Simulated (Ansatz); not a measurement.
# LiY (built on the sites of a database entry of LiIn): a soft mode frozen in, part 2 of 2

Which phase does LiY (built on the sites of a database entry of LiIn) fall into along its unstable mode, and how much energy does it gain?

Ansatz 0.2.0; DFT PBEsol, scalar-relativistic, plane waves, PAW.

So far, highest frequency on the path or at a solved wavevector (cm⁻¹): step 2 (response at finite wavevector) 302. Also lowest frequency on the path (cm⁻¹): step 2 -60.6.

The structure was built from a prototype and need not be the compound's stable phase.

### Step 4. The mode frozen in, largest atomic shift 0.6 Å

The atoms are moved along the unstable eigenvector, the largest shift by 0.6 Å, with the cell fixed.

File input.yaml:

```yaml
crystal:
  lattice:
    - [0.0, 0.0, -7.3876798796]
    - [7.3876798796, 0.0, 0.0]
    - [3.6938399398, -7.3876798796, -3.6938399398]
  atoms:
    - { symbol: Li, position: [0.5255160139, -0.0255160139, 0.0] }
    - { symbol: Li, position: [-0.0255160139, 0.5255160139, 0.0] }
    - { symbol: Li, position: [0.2244839861, 0.2244839861, 0.5] }
    - { symbol: Li, position: [0.7755160139, 0.7755160139, 0.5] }
    - { symbol: Li, position: [0.375, 0.375, 0.75] }
    - { symbol: Li, position: [0.875, 0.875, 0.75] }
    - { symbol: Li, position: [0.125, 0.625, 0.25] }
    - { symbol: Li, position: [0.625, 0.125, 0.25] }
    - { symbol: "Y", position: [0.5385005333, 0.5385005333, 0.0] }
    - { symbol: "Y", position: [-0.0385005333, -0.0385005333, 0.0] }
    - { symbol: "Y", position: [0.2114994667, 0.7885005333, 0.5] }
    - { symbol: "Y", position: [0.7885005333, 0.2114994667, 0.5] }
    - { symbol: "Y", position: [0.5843918517, 0.5843918517, 0.3312162966] }
    - { symbol: "Y", position: [0.1656081483, 0.1656081483, 0.1687837034] }
    - { symbol: "Y", position: [0.375, 0.875, 0.75] }
    - { symbol: "Y", position: [0.875, 0.375, 0.75] }
kpoints:
  mp_grid: { grid: [6, 6, 6] }
hamiltonian:
  xc: pbesol
scf:
  occupations: { method: methfessel_paxton, width: 0.2 }
output:
  forces: true
  stress: true
  eigenvalues: true
```

Launch:

```
$ ansatz run input.yaml --threads 4 --pin off --max-ram 14336MiB --backend cpu --events-out ev --progress --plain --runs-dir out
```

Numbers of over 12 decimals in the logs are rounded to 6 here.

The log of the run:

```text
[...]
Crystal: 16 atoms, lattice volume = 403.203 Å³
Basis set: ecut = 420 eV, 7881 PW (Γ), exchange–correlation on 100×100×128 points (8 copies of the dense FFT grid, shifted against one another)
Bands: 72, of which v1, the nominal top of the filled ones, is band 56 counted from 1 (55 counted from 0)
Symmetry: 8 space group operations
[...]
k-point 0: bands = [... 52 lower, 5.8783, 6.3103, 6.3103, 6.3108, 6.3845, 6.5829, 6.5829, 6.5859, ... 12 higher]
  k-point 1: bands = [... 52 lower, 6.0457, 6.1723, 6.3308, 6.3308, 6.4269, 6.5647, 6.5647, 6.7041, ... 12 higher]
  k-point 2: bands = [... 52 lower, 6.0132, 6.3367, 6.3367, 6.3920, 6.5518, 6.5975, 6.5975, 6.7514, ... 12 higher]
  k-point 29: bands = [... 52 lower, 5.8970, 5.9246, 5.9471, 5.9821, 6.5354, 6.5792, 6.6654, 6.8960, ... 12 higher]
[key lines of the parts left out:]
SCF converged after 7 iterations
Free energy (F): -31979.873964 eV
Fermi energy:    6.382088 eV
P = ⅓ Tr σ = -0.0967 GPa (-0.967 kbar)
```

The job ended after 19 s (4 threads of Arm Neoverse V1, shared host; peak memory 1.3 GiB).

Numbers from this step:

```
pressure                         : -0.09672 GPa
energy from the undistorted cell : -17.15 meV/atom
```

The energy, extrapolated to zero smearing, is -17.15 meV/atom against the undistorted cell.

The run ends at a pressure of -0.10 GPa, with forces up to 0.32 eV/Å.

### Step 5. Energy along the mode, all amplitudes (two of the runs are shown above)

An imaginary frequency means negative curvature, so the energy should fall and then rise again as anharmonic terms take over.

This step gave:

| Item | Value |
| --- | --- |
| depth at the lowest point sampled | 17.15 meV/atom |
| largest atomic shift at that point | 0.6 Å |

Table of energy from the parent by largest atomic shift:

```
largest atomic shift (Å)  energy from the parent (meV/atom)
                   0.000                                  0
                   0.040                              -0.16
                   0.080                             -0.637
                   0.140                              -1.91
                   0.220                              -4.52
                   0.320                              -8.70
                   0.450                              -14.1
                   0.600                              -17.1
```

Displacement at unit largest shift by atom:

```
atom  x (Å)  y (Å)  z (Å)  size
 Li1  -0.31   0.00  -0.31  0.44
 Li2   0.31   0.00   0.31  0.44
 Li3  -0.31   0.00   0.31  0.44
 Li4   0.31   0.00  -0.31  0.44
 Li5   0.00   0.00   0.00  0.00
 Li6   0.00   0.00   0.00  0.00
 Li7   0.00   0.00   0.00  0.00
 Li8   0.00   0.00   0.00  0.00
  Y9   0.47   0.00  -0.47  0.67
 Y10  -0.47   0.00   0.47  0.67
 Y11   0.47   0.00   0.47  0.67
 Y12  -0.47   0.00  -0.47  0.67
 Y13   0.00  -1.00   0.00  1.00
 Y14   0.00   1.00   0.00  1.00
 Y15   0.00   0.00   0.00  0.00
 Y16   0.00   0.00   0.00  0.00
```

The lowest of the steps tried is the last one, at 0.6 Å, 17.1 meV/atom below the parent; the bottom of the well need not coincide with a step.

### Step 6. Relaxation from the frozen mode

Starting from the lowest point found, all atoms and the cell are let go, so that strain and other modes of the same symmetry can join in.

input.yaml: that of step 4 with these lines changed.

```diff
@@ -32 +32,6 @@
   eigenvalues: true
+relax:
+  adjacent_minimum: "off"
+  f_tol: 0.002
+  max_steps: 120
+  cell: { stress_tol: 0.03 }
```

The log of the run:

```text
[...]
Crystal: 16 atoms, lattice volume = 403.203 Å³
Basis set: ecut = 420 eV, 7881 PW (Γ), exchange–correlation on 100×100×128 points (8 copies of the dense FFT grid, shifted against one another)
Bands: 72, of which v1, the nominal top of the filled ones, is band 56 counted from 1 (55 counted from 0)
Symmetry: 8 space group operations
[...]
k-points: 30 of 216 (time reversal used)
[...]
SCF iter   1: F=—  HF=-31979.877594 eV  |F-HF|=—  |Δ(HF+E_count)|=         —  Δρ=2.96e-3  dr2=6.01e-2  ethr=1.77e-3  ⟨swp⟩=8.2  Hψ=9457  notcnv=0
[...]
SCF iter   7: F=-31979.873964 eV  HF=-31979.873964 eV  |F-HF|=1.06e-8  |Δ(HF+E_count)|=   8.13e-8  S|Δr|=    0.00e0  Δρ=2.17e-6  dr2=2.94e-8  ethr=8.93e-11  ⟨swp⟩=9.5  Hψ=7634  notcnv=0
SCF 1 converged in 7 iterations: F = -31979.873964 eV  dr2 = 2.94e-8
[...]
relax step   1: F+E_penalty+E_count = -31979.87396361 eV  Δ(F+E_penalty+E_count) = +0.000e0 eV  max|allowed force component| = 3.177e-1 eV/Å  Δτ_max = 0.0000 Å  P = -0.097 GPa  Ω = 403.203 Å³  (7 SCF iters, dr2 threshold 1.00e-7 eV, accepted)
Crystal: 16 atoms, lattice volume = 398.880 Å³
Basis set: ecut = 420 eV, 7809 PW (Γ), exchange–correlation on 100×100×128 points (8 copies of the dense FFT grid, shifted against one another)
[...]
SCF iter   1: F=—  HF=-31980.372828 eV  |F-HF|=—  |Δ(HF+E_count)|=         —  Δρ=1.04e-2  dr2=3.57e0  ethr=3.10e-3  ⟨swp⟩=7.2  Hψ=6420  notcnv=0
[...]
SCF iter   7: F=-31980.004969 eV  HF=-31980.004969 eV  |F-HF|=2.19e-7  |Δ(HF+E_count)|=   2.15e-6  S|Δr|=    0.00e0  Δρ=6.85e-6  dr2=3.96e-7  ethr=1.43e-9  ⟨swp⟩=10.3  Hψ=9258  notcnv=0
SCF 2 converged in 7 iterations: F = -31980.004969 eV  dr2 = 3.96e-7
relax step   2: F+E_penalty+E_count = -31980.00496865 eV  Δ(F+E_penalty+E_count) = -1.310e-1 eV  max|allowed force component| = 1.173e-1 eV/Å  Δτ_max = 0.1880 Å  P = -0.005 GPa  Ω = 398.880 Å³  energy of the carried Pulay correction = +8.773e-5 eV  (7 SCF iters, dr2 threshold 1.60e-6 eV, accepted)
Crystal: 16 atoms, lattice volume = 399.440 Å³
Basis set: ecut = 420 eV, 7777 PW (Γ), exchange–correlation on 100×100×128 points (8 copies of the dense FFT grid, shifted against one another)
[...]
SCF iter   6: F=-31980.054217 eV  HF=-31980.054217 eV  |F-HF|=5.09e-7  |Δ(HF+E_count)|=   2.25e-6  S|Δr|=    0.00e0  Δρ=8.96e-6  dr2=8.30e-7  ethr=7.67e-10  ⟨swp⟩=5.5  Hψ=8539  notcnv=0
SCF 3 converged in 6 iterations: F = -31980.054217 eV  dr2 = 8.30e-7
relax step   3: F+E_penalty+E_count = -31980.05421653 eV  Δ(F+E_penalty+E_count) = -4.925e-2 eV  max|allowed force component| = 8.380e-2 eV/Å  Δτ_max = 0.0651 Å  P = -0.020 GPa  Ω = 399.440 Å³  energy of the carried Pulay correction = +7.629e-5 eV  (6 SCF iters, dr2 threshold 8.59e-7 eV, accepted)
[...]
relax step   4: F+E_penalty+E_count = -31980.07745111 eV  Δ(F+E_penalty+E_count) = -2.323e-2 eV  max|allowed force component| = 3.102e-2 eV/Å  Δτ_max = 0.0602 Å  P = -0.041 GPa  Ω = 400.024 Å³  energy of the carried Pulay correction = +6.436e-5 eV  (6 SCF iters, dr2 threshold 4.39e-7 eV, accepted)
[...]
relax step   5: F+E_penalty+E_count = -31980.07880152 eV  Δ(F+E_penalty+E_count) = -1.350e-3 eV  max|allowed force component| = 2.654e-2 eV/Å  Δτ_max = 0.0360 Å  P = +0.046 GPa  Ω = 398.931 Å³  energy of the carried Pulay correction = +8.670e-5 eV  (6 SCF iters, dr2 threshold 6.02e-8 eV, accepted)
[...]
relax step   6: F+E_penalty+E_count = -31980.08024197 eV  Δ(F+E_penalty+E_count) = -1.440e-3 eV  max|allowed force component| = 4.982e-3 eV/Å  Δτ_max = 0.0179 Å  P = +0.011 GPa  Ω = 399.495 Å³  energy of the carried Pulay correction = +7.516e-5 eV  (6 SCF iters, dr2 threshold 4.40e-8 eV, accepted)
[...]
relax step   7: F+E_penalty+E_count = -31980.08027278 eV  Δ(F+E_penalty+E_count) = -3.081e-5 eV  max|allowed force component| = 7.283e-4 eV/Å  Δτ_max = 0.0029 Å  P = -0.003 GPa  Ω = 399.730 Å³  energy of the carried Pulay correction = +7.036e-5 eV  (7 SCF iters, dr2 threshold 1.55e-9 eV, accepted)
[...]
SCF iter   6: F=-31980.080139 eV  HF=-31980.080139 eV  |F-HF|=2.91e-11  |Δ(HF+E_count)|=  7.28e-12  S|Δr|=    0.00e0  Δρ=6.25e-8  dr2=2.41e-11  ethr=1.00e-12  ⟨swp⟩=4.0  Hψ=5735  notcnv=0
SCF 8 converged in 6 iterations: F = -31980.080139 eV  dr2 = 2.41e-11
relax step   8: F+E_penalty+E_count = -31980.08013888 eV  Δ(F+E_penalty+E_count) = +1.339e-4 eV  max|allowed force component| = 7.288e-4 eV/Å  Δτ_max = 0.0000 Å  P = -0.003 GPa  Ω = 399.730 Å³  stress off target by 4.08e-3 GPa  SCF on the basis re-selected at this cell (its energy is not comparable with the rows above)  (6 SCF iters)
basis re-selected at this cell: Δ(F+E_penalty+E_count) = +1.339e-4 eV, ΔP = +0.000 GPa vs the last step (what re-selecting the basis moved, of the pressure what is left beyond the Pulay correction that the steps carried, after the strain that the cell walked since its last selection, with what the two solves' SCF thresholds leave and, on support functions, any second-order correction that the steps lacked; it is no m [...]
SCF converged after 6 iterations
[...]
Free energy (F): -31980.080139 eV
[...]
Internal energy: -31980.086027 eV  (E = F + TS)
E sigma→0 (E₀):  -31980.081611 eV
Entropy (-TS):   0.005888 eV (0.368 meV/atom)
Fermi energy:    6.453656 eV
[...]
--- Forces (eV/Å), atoms counted from 1 ---
  atom   1  Li     0.00021338    -0.00034380     0.00021338
  atom   2  Li    -0.00021338    -0.00034380    -0.00021338
  atom   3  Li     0.00021338     0.00034380    -0.00021338
  atom   4  Li    -0.00021338     0.00034380     0.00021338
  atom   5  Li     0.00000000     0.00000000     0.00000000
  atom   6  Li     0.00000000     0.00000000     0.00000000
  atom   7  Li     0.00000000     0.00000000    -0.00000000
  atom   8  Li     0.00000000     0.00000000     0.00000000
  atom   9  Y      0.00072876     0.00030208    -0.00072876
  atom  10  Y     -0.00072876     0.00030208     0.00072876
  atom  11  Y      0.00072876    -0.00030208     0.00072876
  atom  12  Y     -0.00072876    -0.00030208    -0.00072876
  atom  13  Y     -0.00000000    -0.00032035    -0.00000000
  atom  14  Y     -0.00000000     0.00032035     0.00000000
  atom  15  Y     -0.00000000     0.00000000     0.00000000
  atom  16  Y     -0.00000000     0.00000000     0.00000000
  max |Σ_I F_I| component: 2.29e-17 eV/Å
--- Stress (GPa, compression-positive) ---
       -0.002098       0.000000       0.000000
        0.000000      -0.004077       0.000000
        0.000000       0.000000      -0.002098
  P = ⅓ Tr σ = -0.0028 GPa (-0.028 kbar)
--- Band table (eV; the first three rows and the last of 30) ---
  k-point 0: bands = [... 52 lower, 6.0045, 6.2703, 6.2703, 6.3366, 6.5970, 6.5970, 6.7527, 6.8685, ... 12 higher]
  k-point 1: bands = [... 52 lower, 6.0519, 6.2616, 6.2813, 6.2813, 6.6016, 6.6016, 6.7932, 6.8511, ... 12 higher]
  k-point 2: bands = [... 52 lower, 6.0495, 6.2627, 6.2627, 6.2700, 6.5750, 6.6437, 6.6437, 6.7938, ... 12 higher]
  k-point 29: bands = [... 52 lower, 5.9602, 6.0434, 6.1250, 6.1916, 6.5080, 6.5574, 6.7738, 6.8758, ... 12 higher]
--- Relaxed structure (7 steps of the walk, 7 accepted, 1 SCFs on fresh bases) ---
  F+E_penalty+E_count = -31980.08013888 eV   max|allowed force component| = 7.288e-4 eV/Å   (the final SCF, on the basis selected at the relaxed cell)
  cell:  # Å, volume = 399.7301 Å³
    - [0.0, 0, -7.223979]
    - [7.223979, 0.0, 0.0]
    - [3.611989, -7.659737, -3.611989]
  atoms:
    - { symbol: Li, position: [0.516395, -0.024869, 0.00847309] }
    - { symbol: Li, position: [-0.024869, 0.516395, 0.00847309] }
    - { symbol: Li, position: [0.233605, 0.233605, 0.491527] }
    - { symbol: Li, position: [0.774869, 0.774869, 0.491527] }
    - { symbol: Li, position: [0.375000, 0.375000, 0.750000] }
    - { symbol: Li, position: [0.875000, 0.875000, 0.750000] }
    - { symbol: Li, position: [0.125, 0.625, 0.25] }
    - { symbol: Li, position: [0.625, 0.125, 0.25] }
    - { symbol: Y, position: [0.537442, 0.537442, 0.032018] }
    - { symbol: Y, position: [-0.069460, -0.069460, 0.032018] }
    - { symbol: Y, position: [0.212558, 0.819460, 0.467982] }
    - { symbol: Y, position: [0.819460, 0.212558, 0.467982] }
    - { symbol: Y, position: [0.569111, 0.569111, 0.361779] }
    - { symbol: Y, position: [0.180889, 0.180889, 0.138221] }
    - { symbol: Y, position: [0.375000, 0.875000, 0.750000] }
    - { symbol: Y, position: [0.875000, 0.375000, 0.750000] }
```

The job ended after 3.1 min (4 threads; peak memory 1.4 GiB).

Step by step:

```
step  energy less that of the first step (eV)  largest force component (eV/Å)  pressure (GPa)  volume (Å³)
   1                                   0.0000                          0.3177           -0.10       403.20
   2                                  -0.1310                          0.1173            0.00       398.88
   3                                  -0.1803                          0.0838           -0.02       399.44
   4                                  -0.2035                          0.0310           -0.04       400.02
   5                                  -0.2048                          0.0265            0.05       398.93
   6                                  -0.2063                          0.0050            0.01       399.49
   7                                  -0.2063                          0.0007            0.00       399.73
  8*                                  -0.2062                          0.0007            0.00       399.73
```

Relaxation steps marked * repeat the geometry before them on a plane-wave basis chosen anew for their cell, so energy and pressure can jump there.

Forces are held to the 8 operations that the run works with; a distortion that breaks them can't arise in this run.

```
conventional cell, symmetrised  before   after  change
                         a (Å)   7.388   7.224  -2.2 %
                         b (Å)   7.388   7.224  -2.2 %
                         c (Å)  14.775  15.319  +3.7 %
              volume (Å³/atom)   25.20   24.98  -0.9 %
```

The atoms that moved most (Å, as changes of fractional coordinates times the final cell):

```
atom      dx      dy      dz  length
 Y10  -0.108  -0.245   0.108   0.289
 Y11   0.108   0.245   0.108   0.289
 Y12  -0.108   0.245  -0.108   0.289
  Y9   0.108  -0.245  -0.108   0.289
 Y13   0.000  -0.234   0.000   0.234
 Y14   0.000   0.234   0.000   0.234
 Li1   0.035  -0.065   0.035   0.082
 Li3   0.035   0.065  -0.035   0.082
```

The relaxed structure:

```
Li Y
1.0
     0.00000    0.00000   -7.22398
     7.22398    0.00000    0.00000
     3.61199   -7.65974   -3.61199
Li Y
8 8
Cartesian
  -0.1490 -0.0649 -3.7610
  3.7610 -0.0649 0.1490
  3.4629 -3.7650 -3.4629
  7.3730 -3.7650 -7.3730
  5.4180 -5.7448 -5.4180
  9.0300 -5.7448 -9.0300
  5.4180 -1.9149 -1.8060
  1.8060 -1.9149 -5.4180
  3.9981 -0.2453 -3.9981
  -0.3861 -0.2453 0.3861
  7.6101 -3.5846 -3.2259
  3.2259 -3.5846 -7.6101
  5.4180 -2.7711 -5.4180
  1.8060 -1.0587 -1.8060
  9.0300 -5.7448 -5.4180
  5.4180 -5.7448 -9.0300
```

This step gave:

```
pressure        : -0.002758 GPa
volume per atom : 24.98 Å³
```

The distorted start has space group I-42m; the relaxation ends in I-42m.

### Step 7. Results

```yaml
unstable_mode_of_the_parent: q = (0.25, -0.5, -0.25), 50i cm⁻¹
depth_at_the_lowest_point_sampled: 17.1 meV/atom
largest_atomic_shift_at_that_point: 0.6 Å
space_group_reached_within_0p01_a: I-42m
energy_gained_over_the_parent_first_relaxation_on_the_mesh_of_the_frozen_mode: 29.7 meV/atom
volume_per_atom_phase_reached: 25.0 Å³
```

**Reading.** Along this mode the structure falls into I-42m, 29.7 meV/atom below the parent. At the parent's cell the well is 17.15 meV/atom deep on the steps tried, with its lowest point at a shift of 0.6 Å. That is the last step tried, so the steps alone don't bracket the bottom of the well. Relaxing atoms and cell changes the gain by +12.60 meV/atom against the lowest step (energies at zero smearing). The modes of the phase reached were not computed on this path. Of the 6 patterns followed to their end from this parent, this one ends 64.7 meV/atom above the lowest, Pnma. Each path keeps the symmetry of its pattern, so a lower phase may lie along a pattern not tried. With no gap, or one that is small against the smearing, the frequencies hang on the k mesh and the smearing, most of all near Kohn anomalies. The starting cell was built on a prototype and not taken from a measurement, so the phase need not exist.

[Logs are printed without paths, hosts, clocks, repeated set-up lines and the standing remarks that a program may print on its own settings, such as how far it seeks lower states.]

[Hosts, paths, dates, database ids (printed as entryN), source tags and the programs' standing remarks are cut or masked in the printed files.]
